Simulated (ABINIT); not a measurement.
**AlSi3 (Pm-3m): from the cell to the phonon bands**

How does AlSi3 (Pm-3m) vibrate, and is this structure a minimum?

Calculated with ABINIT 10.8.3; DFT PBE, scalar-relativistic, plane waves, PseudoDojo norm-conserving pseudopotentials.

The structure was built from a prototype and need not be the compound's stable phase.

## (1) The starting structure

It takes space group Pm-3m (No. 221, cubic). Conventional cell: a = 3.894 Å, b = 3.894 Å, c = 3.894 Å, α = 90.00°, β = 90.00°, γ = 90.00°. Al has 12 Si at 2.75 Å nearest. Nearest to Si lie 4 Al at 2.75 Å and 8 Si at 2.75 Å. Farther neighbours are not listed.

## (2) A probe with smearing

A first run with smearing and empty bands tells whether the crystal has a gap, which decides between fixed occupations and smearing later on.

Contents of probe.abi:

```
# ground state
tolvrs 1.0d-08
prtden 1
prtwf 1

# basis, mesh and filling
ecut 16.0
ngkpt 6 6 6
nshiftk 1
shiftk 0.0 0.0 0.0
istwfk *1
occopt 7
tsmear 0.005
nband 14
nstep 100
diemac 9.0
prtebands 0
prtgsr 0
useylm 1

# cell and atoms
acell 7.358359184 7.358359184 7.358359184
rprim 
    1.0 0.0 0.0
    0.0 1.0 0.0
    0.0 0.0 1.0
ntypat 2
znucl 13 14
natom 4
typat 1 2 2 2
xred 
    0.0 0.0 0.0
    0.0 0.5 0.5
    0.5 0.0 0.5
    0.5 0.5 0.0
pp_dirpath "./pseudo"
pseudos "Al.upf, Si.upf"
```

Run with:

```bash
$ OMP_NUM_THREADS=1 mpirun -n 4 abinit probe.abi > probe.log
```

Numbers of over 12 decimals in the logs are rounded to 6 here.

probe.abo, the main output file:

```text
[banners, grids, parts of the stress and lines that vanish by symmetry left out]
- input  file    -> probe.abi
- output file    -> probe.abo
- root for input  files -> probei
[...]
Symmetries : space group Pm -3 m (#221); Bravais cP (primitive cubic)
[...]
mpw =        1233          nfft =       27000          nkpt =          20
[...]
== DATASET  1 ==================================================================
[...]
cutoff_energies: {ecut:  16.0, pawecutdg:  -1.0, }
[...]
ETOT  1  -14.946501303200    -1.495E+01 2.294E-02 2.380E+00
 ETOT  2  -14.954371151548    -7.870E-03 1.571E-02 5.720E-02
 ETOT  3  -14.954388104128    -1.695E-05 1.607E-03 1.702E-03
 ETOT  4  -14.954388594095    -4.900E-07 3.988E-04 7.855E-05
 ETOT  5  -14.954388618869    -2.477E-08 1.795E-04 6.070E-07
 ETOT  6  -14.954388619059    -1.905E-10 8.366E-05 5.613E-09
 At SCF step    6       vres2   =  5.61E-09 < tolvrs=  1.00E-08 =>converged.
[...]
sigma(1 1)= -1.62252823E-05  sigma(3 2)=  0.00000000E+00
  sigma(2 2)= -1.62252823E-05  sigma(3 1)=  0.00000000E+00
  sigma(3 3)= -1.62252823E-05  sigma(2 1)=  0.00000000E+00
[...]
convergence: {deltae: -1.905E-10, res2:  5.613E-09, residm:  8.366E-05, diffor: null, }
etotal    :  -1.49543886E+01
[...]
sigma(1 1)= -1.62252823E-05  sigma(3 2)=  0.00000000E+00
  sigma(2 2)= -1.62252823E-05  sigma(3 1)=  0.00000000E+00
  sigma(3 3)= -1.62252823E-05  sigma(2 1)=  0.00000000E+00
[...]
- sigma(1 1)= -4.77364286E-01  sigma(3 2)=  0.00000000E+00
- sigma(2 2)= -4.77364286E-01  sigma(3 1)=  0.00000000E+00
- sigma(3 3)= -4.77364286E-01  sigma(2 1)=  0.00000000E+00
[...]
fcart     -0.0000000000E+00 -0.0000000000E+00 -0.0000000000E+00
           strten     -1.6225282285E-05 -1.6225282285E-05 -1.6225282285E-05
================================================================================

[key lines of the parts left out:]
pressure_GPa:   4.7736E-01
```

Wall time 4.6 s (4 MPI ranks of Arm Neoverse V1, shared host); 18 s of CPU time.

Numbers from this step:

```yaml
volume_per_atom: 14.76 Å³
pressure: 0.4774 GPa
gap_on_the_k_mesh: 0 eV
```

No gap opens on this mesh, so smearing is kept; the printed pressure holds the stress of the finite basis too.

## (3) Rough relaxation

The typed start is rough, so a first relaxation with smearing and loose thresholds takes it towards rest cheaply.

Contents of prerelax.abi:

```
# relaxation
ionmov 2
optcell 2
dilatmx 1.15
chkdilatmx 0
ntime 40
tolmxf 3.0d-04
tolvrs 1.0d-10
prtwf 0
prtden 0
chksymtnons 0

# basis, mesh and filling
ecut 18.0
ecutsm 3.0
ngkpt 4 4 4
nshiftk 1
shiftk 0.0 0.0 0.0
istwfk *1
occopt 7
tsmear 0.005
nband 14
nstep 100
diemac 1000000.0
prtebands 0
prtgsr 0
useylm 1

# cell and atoms
acell 7.358359184 7.358359184 7.358359184
rprim 
    1.0 0.0 0.0
    0.0 1.0 0.0
    0.0 0.0 1.0
ntypat 2
znucl 13 14
natom 4
typat 1 2 2 2
xred 
    0.0 0.0 0.0
    0.0 0.5 0.5
    0.5 0.0 0.5
    0.5 0.5 0.0
pp_dirpath "./pseudo"
pseudos "Al.upf, Si.upf"
```

Run with:

```bash
$ OMP_NUM_THREADS=1 mpirun -n 4 abinit prerelax.abi > prerelax.log
```

prerelax.abo, the main output file:

```text
[banners, grids, parts of the stress and lines that vanish by symmetry left out]
- input  file    -> prerelax.abi
- output file    -> prerelax.abo
- root for input  files -> prerelaxi
[...]
Symmetries : space group Pm -3 m (#221); Bravais cP (primitive cubic)
[...]
mpw =        2272          nfft =       46656          nkpt =          10
[...]
== DATASET  1 ==================================================================
[...]
cutoff_energies: {ecut:  18.0, pawecutdg:  -1.0, }
[...]
ETOT  1  -14.957317648005    -1.496E+01 2.310E-02 3.238E+00
 ETOT  2  -14.964198798020    -6.881E-03 2.713E-03 1.303E-01
 ETOT  3  -14.964219429111    -2.063E-05 5.943E-04 1.091E-03
 ETOT  4  -14.964219598949    -1.698E-07 8.426E-04 1.428E-05
 ETOT  5  -14.964219601481    -2.532E-09 1.988E-04 1.076E-07
 ETOT  6  -14.964219601498    -1.745E-11 3.431E-04 1.269E-09
 ETOT  7  -14.964219601498    -7.816E-14 1.046E-04 6.655E-12
 At SCF step    7       vres2   =  6.66E-12 < tolvrs=  1.00E-10 =>converged.
[...]
sigma(1 1)= -2.12756710E-07  sigma(3 2)=  0.00000000E+00
  sigma(2 2)= -2.12756710E-07  sigma(3 1)=  0.00000000E+00
  sigma(3 3)= -2.12756710E-07  sigma(2 1)=  0.00000000E+00
[...]
convergence: {deltae: -7.816E-14, res2:  6.655E-12, residm:  1.046E-04, diffor: null, }
etotal    :  -1.49642196E+01
[...]
At Broyd/MD step   1, gradients are converged :
[...]
sigma(1 1)= -2.12756710E-07  sigma(3 2)=  0.00000000E+00
  sigma(2 2)= -2.12756710E-07  sigma(3 1)=  0.00000000E+00
  sigma(3 3)= -2.12756710E-07  sigma(2 1)=  0.00000000E+00
[...]
- sigma(1 1)= -6.25951851E-03  sigma(3 2)=  0.00000000E+00
- sigma(2 2)= -6.25951851E-03  sigma(3 1)=  0.00000000E+00
- sigma(3 3)= -6.25951851E-03  sigma(2 1)=  0.00000000E+00
[...]
fcart     -0.0000000000E+00 -0.0000000000E+00 -0.0000000000E+00
           strten     -2.1275670964E-07 -2.1275670964E-07 -2.1275670964E-07
================================================================================

[key lines of the parts left out:]
pressure_GPa:   6.2595E-03
Total energy (etotal) [Ha]= -1.49642196014983E+01
```

Elapsed: 4.7 s, on 4 MPI ranks.

Little changed from the start: no atom moved by 0.005 Å and no cell edge by 0.1 %.

Numbers from this step:

* pressure: 0.006260 GPa

The volume changes by +0.0 % in this run and stands -0.0 % from the first cell.

## (4) Relaxing the cell and atoms

The harmonic expansion needs vanishing forces, and a free crystal bears no stress, so cell and atoms are brought to rest. Stress is more sensitive to the basis than forces are: the last 3 Ha under the cutoff are smoothed with ecutsm, and the cutoff is raised above that of the later runs.

relax.abi, as its differences from prerelax.abi of step 3:

```diff
@@ -3,7 +3,6 @@
 optcell 2
-dilatmx 1.15
-chkdilatmx 0
+dilatmx 1.08
 ntime 40
-tolmxf 3.0d-04
-tolvrs 1.0d-10
+tolmxf 1.0d-05
+tolvrs 1.0d-14
 prtwf 0
@@ -13,5 +12,5 @@
 # basis, mesh and filling
-ecut 18.0
+ecut 21.0
 ecutsm 3.0
-ngkpt 4 4 4
+ngkpt 8 8 8
 nshiftk 1
@@ -20,3 +19,3 @@
 occopt 7
-tsmear 0.005
+tsmear 0.01
 nband 14
```

Run with:

```bash
$ OMP_NUM_THREADS=1 mpirun -n 4 abinit relax.abi > relax.log
```

relax.abo, the main output file:

```text
[banners, grids, parts of the stress and lines that vanish by symmetry left out]
- input  file    -> relax.abi
- output file    -> relax.abo
- root for input  files -> relaxi
[...]
Symmetries : space group Pm -3 m (#221); Bravais cP (primitive cubic)
[...]
mpw =        2325          nfft =       46656          nkpt =          35
[...]
== DATASET  1 ==================================================================
[...]
cutoff_energies: {ecut:  21.0, pawecutdg:  -1.0, }
[...]
ETOT  1  -14.951103066693    -1.495E+01 4.359E-02 3.721E+00
 ETOT  2  -14.959467568715    -8.365E-03 7.477E-03 1.521E-01
 ETOT  3  -14.959492988456    -2.542E-05 9.820E-04 1.655E-03
 ETOT  4  -14.959493253181    -2.647E-07 1.026E-03 2.471E-05
 ETOT  5  -14.959493257339    -4.158E-09 3.562E-04 2.562E-07
[...]
At SCF step    9       vres2   =  3.31E-16 < tolvrs=  1.00E-14 =>converged.
[...]
sigma(1 1)= -2.33363257E-05  sigma(3 2)=  0.00000000E+00
  sigma(2 2)= -2.33363257E-05  sigma(3 1)=  0.00000000E+00
  sigma(3 3)= -2.33363257E-05  sigma(2 1)=  0.00000000E+00
[...]
convergence: {deltae: -1.741E-13, res2:  3.305E-16, residm:  1.145E-04, diffor: null, }
etotal    :  -1.49594933E+01
[...]
ETOT  1  -14.959509765995    -1.496E+01 6.701E-05 2.565E-03
[...]
At SCF step    7       vres2   =  2.02E-16 < tolvrs=  1.00E-14 =>converged.
[...]
sigma(1 1)= -1.71630553E-05  sigma(3 2)=  0.00000000E+00
  sigma(2 2)= -1.71630553E-05  sigma(3 1)=  0.00000000E+00
  sigma(3 3)= -1.71630553E-05  sigma(2 1)=  0.00000000E+00
[...]
convergence: {deltae:  1.243E-14, res2:  2.017E-16, residm:  4.229E-05, diffor: null, }
etotal    :  -1.49595102E+01
[...]
ETOT  1  -14.959526991851    -1.496E+01 3.186E-05 2.028E-02
[...]
At SCF step    7       vres2   =  1.72E-15 < tolvrs=  1.00E-14 =>converged.
[...]
sigma(1 1)= -1.83103950E-07  sigma(3 2)=  0.00000000E+00
  sigma(2 2)= -1.83103950E-07  sigma(3 1)=  0.00000000E+00
  sigma(3 3)= -1.83103950E-07  sigma(2 1)=  0.00000000E+00
[...]
convergence: {deltae: -7.105E-14, res2:  1.716E-15, residm:  8.971E-06, diffor: null, }
etotal    :  -1.49595305E+01
[...]
ETOT  1  -14.959530513963    -1.496E+01 7.009E-06 2.376E-06
[...]
ETOT  4  -14.959530514376     1.599E-14 4.205E-06 1.598E-12
 ETOT  5  -14.959530514376    -1.119E-13 3.239E-06 2.713E-15
 At SCF step    5       vres2   =  2.71E-15 < tolvrs=  1.00E-14 =>converged.
[...]
sigma(1 1)= -1.47992577E-09  sigma(3 2)=  0.00000000E+00
  sigma(2 2)= -1.47992578E-09  sigma(3 1)=  0.00000000E+00
  sigma(3 3)= -1.47992578E-09  sigma(2 1)=  0.00000000E+00
[...]
convergence: {deltae: -1.119E-13, res2:  2.713E-15, residm:  3.239E-06, diffor: null, }
etotal    :  -1.49595305E+01
[...]
At Broyd/MD step   4, gradients are converged :
[...]
sigma(1 1)= -1.47992577E-09  sigma(3 2)=  0.00000000E+00
  sigma(2 2)= -1.47992578E-09  sigma(3 1)=  0.00000000E+00
  sigma(3 3)= -1.47992578E-09  sigma(2 1)=  0.00000000E+00
[...]
- sigma(1 1)= -4.35409195E-05  sigma(3 2)=  0.00000000E+00
- sigma(2 2)= -4.35409196E-05  sigma(3 1)=  0.00000000E+00
- sigma(3 3)= -4.35409196E-05  sigma(2 1)=  0.00000000E+00
[...]
fcart     -0.0000000000E+00 -0.0000000000E+00 -0.0000000000E+00
           strten     -1.4799257744E-09 -1.4799257752E-09 -1.4799257770E-09
================================================================================

[key lines of the parts left out:]
pressure_GPa:   4.3541E-05
Total energy (etotal) [Ha]= -1.49595305143757E+01
```

Elapsed: 33 s, on 4 MPI ranks.

Step by step:

```tsv
step	energy less that of the first step (eV)	largest force (eV/Å)	volume (Å³)
1	0.0000	0.0000	59.04
2	-0.0005	0.0000	59.16
3	-0.0010	0.0000	59.51
4	-0.0010	0.0000	59.52
```

```tsv
conventional cell, symmetrised	before	after	change
a (Å)	3.894	3.904	+0.3 %
b (Å)	3.894	3.904	+0.3 %
c (Å)	3.894	3.904	+0.3 %
volume (Å³/atom)	14.76	14.88	+0.8 %
```

Numbers from this step:

```yaml
volume_per_atom: 14.88 Å³
pressure: 4.35e-5 GPa
```

The volume changes by +0.8 % in this run and stands +0.8 % from the first cell.

## (5) Self-consistent run for the response

The response is built on these wavefunctions, so the potential is converged far more tightly than an energy would need. Smearing stays on, as the first look found no gap above 0.3 eV.

Contents of gs.abi:

```
# ground state
tolvrs 1.0d-16
prtden 1
prtwf 1

# basis, mesh and filling
ecut 16.0
ngkpt 8 8 8
nshiftk 1
shiftk 0.0 0.0 0.0
istwfk *1
occopt 7
tsmear 0.01
nband 14
nstep 100
diemac 1000000.0
prtebands 0
prtgsr 0
useylm 1

# cell and atoms
acell 7.378104105 7.378104105 7.378104105
rprim 
    1.0 0.0 0.0
    0.0 1.0 0.0
    0.0 0.0 1.0
ntypat 2
znucl 13 14
natom 4
typat 1 2 2 2
xred 
    0.0 0.0 0.0
    0.0 0.5 0.5
    0.5 0.0 0.5
    0.5 0.5 0.0
pp_dirpath "./pseudo"
pseudos "Al.upf, Si.upf"
```

Run with:

```bash
$ OMP_NUM_THREADS=1 mpirun -n 4 abinit gs.abi > gs.log
```

gs.abo, the main output file:

```text
[banners, grids, parts of the stress and lines that vanish by symmetry left out]
- input  file    -> gs.abi
- output file    -> gs.abo
- root for input  files -> gsi
[...]
Symmetries : space group Pm -3 m (#221); Bravais cP (primitive cubic)
[...]
mpw =        1245          nfft =       27000          nkpt =          35
[...]
== DATASET  1 ==================================================================
[...]
cutoff_energies: {ecut:  16.0, pawecutdg:  -1.0, }
[...]
ETOT  1  -14.951568807760    -1.495E+01 3.817E-02 2.280E+00
 ETOT  2  -14.959193594726    -7.625E-03 1.206E-02 7.912E-02
 ETOT  3  -14.959217233452    -2.364E-05 1.684E-03 1.374E-03
 ETOT  4  -14.959217641004    -4.076E-07 7.702E-04 1.230E-05
 ETOT  5  -14.959217644264    -3.261E-09 4.007E-04 1.284E-07
 ETOT  6  -14.959217644302    -3.800E-11 1.389E-04 1.279E-09
 ETOT  7  -14.959217644303    -4.832E-13 1.136E-04 2.830E-12
 ETOT  8  -14.959217644303     2.665E-14 7.842E-05 2.514E-14
 ETOT  9  -14.959217644303     1.279E-13 6.205E-05 4.498E-17
 At SCF step    9       vres2   =  4.50E-17 < tolvrs=  1.00E-16 =>converged.
[...]
sigma(1 1)=  4.33958536E-06  sigma(3 2)=  0.00000000E+00
  sigma(2 2)=  4.33958536E-06  sigma(3 1)=  0.00000000E+00
  sigma(3 3)=  4.33958536E-06  sigma(2 1)=  0.00000000E+00
[...]
convergence: {deltae:  1.279E-13, res2:  4.498E-17, residm:  6.205E-05, diffor: null, }
etotal    :  -1.49592176E+01
[...]
sigma(1 1)=  4.33958536E-06  sigma(3 2)=  0.00000000E+00
  sigma(2 2)=  4.33958536E-06  sigma(3 1)=  0.00000000E+00
  sigma(3 3)=  4.33958536E-06  sigma(2 1)=  0.00000000E+00
[...]
- sigma(1 1)=  1.27675009E-01  sigma(3 2)=  0.00000000E+00
- sigma(2 2)=  1.27675009E-01  sigma(3 1)=  0.00000000E+00
- sigma(3 3)=  1.27675009E-01  sigma(2 1)=  0.00000000E+00
[...]
fcart     -0.0000000000E+00 -0.0000000000E+00 -0.0000000000E+00
           strten      4.3395853572E-06  4.3395853572E-06  4.3395853572E-06
================================================================================

[key lines of the parts left out:]
pressure_GPa:  -1.2768E-01
```

It took 8 s on 4 MPI ranks.

This step gave:

```yaml
pressure: -0.1277 GPa
```

The cell stands at -0.13 GPa: the relaxation ran with a smoothed and higher cutoff, and the difference is a stress of the finite basis.

(Part 1 of 5 ends here.)

[Host names and launcher messages were left out of these logs when they were recorded.]

[Logs are printed without paths, hosts, clocks, repeated set-up lines and the standing remarks that a program may print on its own settings, such as how far it seeks lower states.]

[Hosts, paths, dates, database ids (printed as entryN), source tags and the programs' standing remarks are cut or masked in the printed files.]
